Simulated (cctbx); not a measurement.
# Accept or mend?

Cell a = 9.4870 Å, b = 9.4870 Å, c = 3.7370 Å, α = 90.00°, β = 90.00°, γ = 120.00°; space group P-6 (no. 174). The compound is Tm2P7Ru12.

The data are simulated with cctbx, not measured: Cu Kα, λ = 1.54184 Å, to d = 0.8 Å, 80 % of the full sphere, strongest reflection 40000 counts, noise from counting, a 1.5 % proportional error and a noise floor of 8 counts (s.d.); no absorption.

An anisotropic refinement with weights 1/σ² prints:

```text
Rint 0.022, 465 unique reflections to 0.80 A
cycle     R1     wR2    GooF  max shift (A)
   1  0.1058  0.2357  11.763   0.02229
   4  0.0421  0.1007   5.024   0.00005
final R1 0.0421 wR2 0.1007 GooF 5.024  parameters 42  data/parameter 11.1
atom        x        y        z      Ueq    occ   su(xyz)  su(Uiso or U11)
Tm1    0.00000  0.00000  0.50000   0.0121  1.000  0.00000  0.0010
Tm2    0.33333  0.66667  0.00000   0.0054  1.000  0.00000  0.0009
Ru1    0.78160  0.55179  0.50000   0.0156  1.000  0.00035  0.0015
Ru2    0.61531  0.70797  0.50000   0.0117  1.000  0.00035  0.0013
Ru3    0.54513  0.48142  0.00000   0.0140  1.000  0.00037  0.0013
Ru4    0.03935  0.77072  0.00000   0.0149  1.000  0.00039  0.0014
P1     0.66667  0.33333  0.00000   0.0204  1.000  0.00000  0.0054
As1    0.36544  0.44375  0.50000   0.0970  1.000  0.00179  0.0066
P2     0.77798  0.74433  0.00000   0.0134  1.000  0.00117  0.0044
difference map: max 2.12 min -4.43 rms 0.70
Q1    0.4158  0.2857  0.5000    3    2.15  0.73 A from Ru1
Q2    0.0604  0.7827  0.0000    3    2.07  0.17 A from Ru4
Q3    0.0683  0.6295  0.5000    3    1.86  0.08 A from As1
Q4    0.0891  0.4111  0.5000    3    1.77  0.27 A from Ru2
Q5    0.1097  0.5607  0.0000    3    1.70  1.44 A from Ru3
Q6    0.1421  0.7297  0.0000    3    1.61  1.22 A from Ru4
```

**Question.** Can this result stand? If not, what is the likely fault?

Mend it. The fault: wrong element: As1 is P. Against the right model at the same level, R1 goes from 0.0102 to 0.0421 and GooF from 1.02 to 5.02, U of As1 swells from 0.0190 to 0.0970 Å², the top difference peak, 2.1 e/Å³, lies 0.73 Å from Ru1 and a hole of -4.4 e/Å³ opens. As1 has 18 electrons too many and its U swells to shed them, as expected.

The compound is Tm2P7Ru12. The right model at the same level gives:

```text
Rint 0.022, 465 unique reflections to 0.80 A
cycle     R1     wR2    GooF  max shift (A)
   1  0.0120  0.0257   1.283   0.00436
   2  0.0102  0.0205   1.025   0.00000
final R1 0.0102 wR2 0.0205 GooF 1.025  parameters 42  data/parameter 11.1
atom        x        y        z      Ueq    occ   su(xyz)  su(Uiso or U11)
Tm1    0.00000  0.00000  0.50000   0.0136  1.000  0.00000  0.0002
Tm2    0.33333  0.66667  0.00000   0.0065  1.000  0.00000  0.0002
Ru1    0.78221  0.55203  0.50000   0.0163  1.000  0.00007  0.0003
Ru2    0.61492  0.70783  0.50000   0.0119  1.000  0.00007  0.0003
Ru3    0.54454  0.48103  0.00000   0.0150  1.000  0.00008  0.0003
Ru4    0.03939  0.77078  0.00000   0.0160  1.000  0.00008  0.0003
P1     0.66667  0.33333  0.00000   0.0162  1.000  0.00000  0.0010
P2     0.36717  0.44275  0.50000   0.0190  1.000  0.00030  0.0009
P3     0.77911  0.74609  0.00000   0.0211  1.000  0.00029  0.0011
Flack x: -0.01(4)
Hooft y: 0.018(34)  Bijvoet pairs: 230
difference map: max 0.45 min -0.47 rms 0.11
Q1    0.3333  0.6667  0.5000    1    0.46  1.87 A from Tm2
Q2    0.1157  0.4543  0.5000    3    0.46  0.58 A from Ru2
Q3    0.4636  0.3312  0.5000    3    0.43  0.89 A from Ru1
Q4    0.5435  0.2156  0.0000    3    0.39  1.14 A from P1
Q5    0.2434  0.6854  0.0000    3    0.39  0.96 A from Tm2
Q6    0.4476  0.0845  0.0000    3    0.36  0.80 A from Ru3
```

Isotropic U is held between 0.0001 and 1 Å² by the program, and listed peak heights are interpolated, so they can pass the grid's maximum.

This is a model crystal, built by substitution and not relaxed, with assumed displacement parameters.

[Middle refinement cycles are left out of these outputs.]

[Logs are printed without paths, hosts, clocks, repeated set-up lines and the standing remarks that a program may print on its own settings, such as how far it seeks lower states.]
